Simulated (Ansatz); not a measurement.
# Lattice dynamics of BeNi (Pm-3m), part 2 of 2

Aim: the phonons of BeNi (Pm-3m) at a cell relaxed beforehand at this level. After the zone centre comes a 4×4×4 q mesh on a 16×16×16 k mesh.

Ansatz 0.2.0; DFT PBEsol, scalar-relativistic, plane waves, PAW.

So far, highest frequency on the path or at a solved wavevector (cm⁻¹): step 3 (phonons on a q mesh) 527.

## (4) Finite displacements in a supercell

Finite displacements in a 2×2×2 supercell give force constants from forces alone. They are exact at the wavevectors that the supercell holds, where they check the linear-response result.

Contents of input.yaml:

```yaml
crystal:
  lattice:
    - [2.5830970184, 0.0, 0.0]
    - [0.0, 2.5830970184, 0.0]
    - [0.0, 0.0, 2.5830970184]
  atoms:
    - { symbol: Be, position: [0.0, 0.0, 0.0] }
    - { symbol: Ni, position: [0.5, 0.5, 0.5] }
kpoints:
  mp_grid: { grid: [16, 16, 16] }
hamiltonian:
  xc: pbesol
scf:
  occupations: { method: methfessel_paxton, width: 0.15 }
output:
  eigenvalues: true
phonons:
  method: fd
  supercell: [2, 2, 2]
  temperatures: { t_max: 1000, t_step: 50 }
  qpath:
    path:
      - [[0.0, 0.0, 0.0], [0.0, 0.5, 0.0], [0.5, 0.5, 0.0], [0.0, 0.0, 0.0], [0.5, 0.5, 0.5], [0.0, 0.5, 0.0]]
      - [[0.5, 0.5, 0.5], [0.5, 0.5, 0.0]]
    npoints: 10
```

Started as:

```bash
> ansatz run input.yaml --threads 4 --pin off --max-ram 7168MiB --backend cpu --events-out ev --progress --plain --runs-dir out
```

Numbers of over 12 decimals in the logs are rounded to 6 here.

The log of the run:

```text
[...]
Crystal: 16 atoms, lattice volume = 137.883 Å³
Basis set: ecut = 420 eV, 2721 PW (Γ), exchange–correlation on 72×72×72 points (8 copies of the dense FFT grid, shifted against one another)
Bands: 95, of which v1, the nominal top of the filled ones, is band 80 counted from 1 (79 counted from 0)
Symmetry: 384 space group operations
k-points: 35 of 512
[...]
SCF iter   1: F=—  HF=-47170.422370 eV  |F-HF|=—  |Δ(HF+E_count)|=         —  Δρ=1.33e-8  dr2=9.62e-14  ethr=1.00e-12  ⟨swp⟩=3.0  Hψ=8589  notcnv=0
[...]
SCF iter   2: F=-47170.422370 eV  HF=-47170.422370 eV  |F-HF|=2.18e-11  |Δ(HF+E_count)|=  2.91e-11  S|Δr|=    0.00e0  Δρ=9.05e-9  dr2=5.06e-14  ethr=1.00e-12  ⟨swp⟩=2.0  Hψ=6253  notcnv=0
SCF 1 converged in 2 iterations: F = -47170.422370 eV  dr2 = 5.06e-14
[...]
Crystal: 2 atoms, lattice volume = 17.235 Å³
Basis set: ecut = 420 eV, 341 PW (Γ), exchange–correlation on 36×36×36 points (8 copies of the dense FFT grid, shifted against one another)
Bands: 14, of which v1, the nominal top of the filled ones, is band 10 counted from 1 (9 counted from 0)
Symmetry: 48 space group operations
k-points: 165 of 4096
[...]
SCF iter   2: F=-5896.302796 eV  HF=-5896.302796 eV  |F-HF|=7.02e-10  |Δ(HF+E_count)|=   1.65e-6  S|Δr|=    0.00e0  Δρ=2.34e-6  dr2=7.31e-10  ethr=6.36e-12  ⟨swp⟩=5.3  Hψ=9335  notcnv=0
SCF 2 converged in 2 iterations: F = -5896.302796 eV  dr2 = 7.31e-10
[...]
Symmetry: 6 space group operations
k-points: 65 of 512 (time reversal used)
[...]
SCF iter   9: F=-47170.422346 eV  HF=-47170.422346 eV  |F-HF|=7.28e-12  |Δ(HF+E_count)|=    0.00e0  S|Δr|=    0.00e0  Δρ=3.03e-8  dr2=9.97e-13  ethr=1.00e-12  ⟨swp⟩=5.1  Hψ=26574  notcnv=0
SCF 3 converged in 9 iterations: F = -47170.422346 eV  dr2 = 9.97e-13
[...]
SCF iter   7: F=-47170.422333 eV  HF=-47170.422333 eV  |F-HF|=2.91e-11  |Δ(HF+E_count)|=  2.91e-11  S|Δr|=    0.00e0  Δρ=3.94e-8  dr2=1.85e-12  ethr=1.00e-12  ⟨swp⟩=6.0  Hψ=27938  notcnv=0
SCF 4 converged in 7 iterations: F = -47170.422333 eV  dr2 = 1.85e-12
SCF converged after 2 iterations
[...]
Free energy (F): -47170.422370 eV
[...]
Internal energy: -47170.420378 eV  (E = F + TS)
E sigma→0 (E₀):  -47170.421872 eV
Entropy (-TS):   -0.001993 eV (-0.125 meV/atom)
Fermi energy:    15.281887 eV
[...]
--- Band table (eV; the first three rows and the last of 35) ---
  k-point 0: bands = [... 76 lower, 14.0280, 14.5301, 14.5301, 14.5301, 14.5714, 14.5714, 15.2792, 15.2792, ... 11 higher]
  k-point 1: bands = [... 76 lower, 14.0247, 14.4448, 14.5317, 14.5698, 14.6759, 14.6759, 15.2759, 15.2759, ... 11 higher]
  k-point 2: bands = [... 76 lower, 14.5362, 14.5653, 14.6338, 14.6338, 14.9144, 14.9144, 15.2643, 15.2643, ... 11 higher]
  k-point 34: bands = [... 76 lower, 13.2009, 13.2009, 13.2009, 13.2009, 19.4908, 19.4908, 19.4908, 19.4908, ... 11 higher]
--- Phonons: 2 displaced members + reference (amplitude 0.0025 Å, Σ member SCF iterations 16) ---
  symmetry images taken by strict's conditions (phonons.symmetry_images: auto; settled by no image being taken that strict refuses)
  ASR residual: 3.854e-4 → 0.000e0 eV/Å²; symmetrization residual: 6.320e-5 eV/Å²
  largest component of a force at the reference: 3.1e-28 eV/Å
  ASR residual per site (eV/Å²): 3.85e-4 1.90e-4
  Γ frequencies (cm⁻¹): 0.00 0.00 0.00 499.07 499.07 499.07
[...]
```

Run time: 57 s. Hardware: 4 threads of Arm Neoverse V1, shared host; peak memory 1.1 GiB.

Numbers from this step:

```yaml
atoms_in_the_supercell: 16
sum_rule_residual_before_enforcement: 3.85e-4 eV/Å²
```

Interpolated from a 2×2×2 supercell, rough between the solved points. The phonon branches at the labelled points (cm⁻¹):

```tsv
point	branch 1	branch 2	branch 3	branch 4	branch 5	branch 6
Γ	0	0	0	499	499	499
halfway	140	140	192	503	503	514
X	197	197	274	506	506	527
halfway	196	204	232	494	503	510
M	179	179	211	481	500	500
halfway	148	174	235	489	498	522
Γ	0	0	0	499	499	499
halfway	193	193	224	494	507	507
R	252	252	252	507	507	507
halfway	192	228	235	488	506	508
X	197	197	274	506	506	527
jump to R	252	252	252	507	507	507
halfway	221	221	232	494	502	502
M	179	179	211	481	500	500
```

The phonon branches as a text plot (rows in cm⁻¹):

```
    516 |  **********    ********   *****  *****************
    494 |*****    ***************************    ********  ******
    472 |              **                                       *
    450 |
    428 |
    406 |
    384 |
    362 |
    340 |
    318 |
    296 |
    274 |      ***                                      **
    252 |     *   **                        ********  **  **
    230 |    *            ****         **  **    *****     ****
    208 |         *********   *      **  ***       *  ***     ***
    187 |   * ****  ****** **           *           ******     **
    165 |    *            **** *       *
    143 |   *                **     *
    121 |  *                  ***    **
     99 |  *                   *    *
     77 | *                     *  *
     55 | *                      * *
     33 |*                       *
     11 |                         *
         Γ      X      M          Γ            R        X|R     M
```

Tetrahedra on a 24×24×24 mesh, mean over bins of 5 cm-1. Interpolated from a 2×2×2 supercell, rough between the solved points. The phonon density of states by wavenumber; read off at these points:

wavenumber (cm⁻¹), phonon density of states (1/cm⁻¹/cell) and a bar:
```
        2      0.000 
       18      0.000 
       32      0.000 
       48      0.000 
       58      0.001 
       72      0.001 
       88      0.001 
      102      0.002 
      118      0.003 #
      132      0.004 #
      142      0.006 #
      158      0.009 ##
      172      0.016 ###
      188      0.045 ########
      202      0.034 ######
      218      0.027 #####
      228      0.039 #######
      232      0.044 ########
      242      0.023 ####
      258      0.004 #
      272      0.001 
      288      0.000 
      302      0.000 
      312      0.000 
      328      0.000 
      342      0.000 
      358      0.000 
      372      0.000 
      388      0.000 
      398      0.000 
      412      0.000 
      428      0.000 
      442      0.000 
      458      0.000 
      472      0.000 
      482      0.006 #
      498      0.099 ##################
      502      0.162 ##############################
      512      0.039 #######
      528      0.001
```

At Γ the two methods differ by at most 0.0 cm⁻¹.

## (5) Summary of results

```
space group (within 0.01 Å)                             : Pm-3m
volume per atom                                         : 8.62 Å³
electronic character                                    : no gap on this mesh
highest optical mode at the zone centre (no LO-TO term) : 499 cm⁻¹
lowest optical zone-centre mode                         : 499 cm⁻¹
lowest mode on the q mesh (acoustic modes at Γ apart)   : 139 cm⁻¹
highest frequency on the path or at a solved wavevector : 527 cm⁻¹
zero-point energy per atom                              : 65.3 meV
heat capacity at 300 K                                  : 19.4 J/(mol atoms K)
vibrational entropy at 300 K                            : 17.9 J/(mol atoms K)
Debye temperature (second moment)                       : 711 K
imaginary modes on the 4×4×4 q mesh                     : none
```

**Reading.** The structure is a minimum as far as tested: no mode is imaginary at the 10 irreducible wavevectors of the 4×4×4 mesh, and the softest away from the acoustic zeros lies at 139 cm⁻¹. The optical modes at Γ form one degenerate level at 499 cm⁻¹. The highest mode in this list at Γ, 499.1 cm⁻¹, is mostly motion of Be (87 % of the kinetic energy). On the path and the mesh, the widest gap between branches runs from 274 to 481 cm⁻¹. Finite displacements and linear response differ by 0.0 cm⁻¹ in the highest zone-centre mode. With no gap, or one that is small against the smearing, the frequencies hang on the k mesh and the smearing, most of all near Kohn anomalies. The phonon runs are without spin polarisation, although Ni often carries a moment. These are harmonic frequencies at zero temperature: anharmonic shifts, linewidths and thermal expansion are left out.

[Logs are printed without paths, hosts, clocks, repeated set-up lines and the standing remarks that a program may print on its own settings, such as how far it seeks lower states.]

[Hosts, paths, dates, database ids (printed as entryN), source tags and the programs' standing remarks are cut or masked in the printed files.]
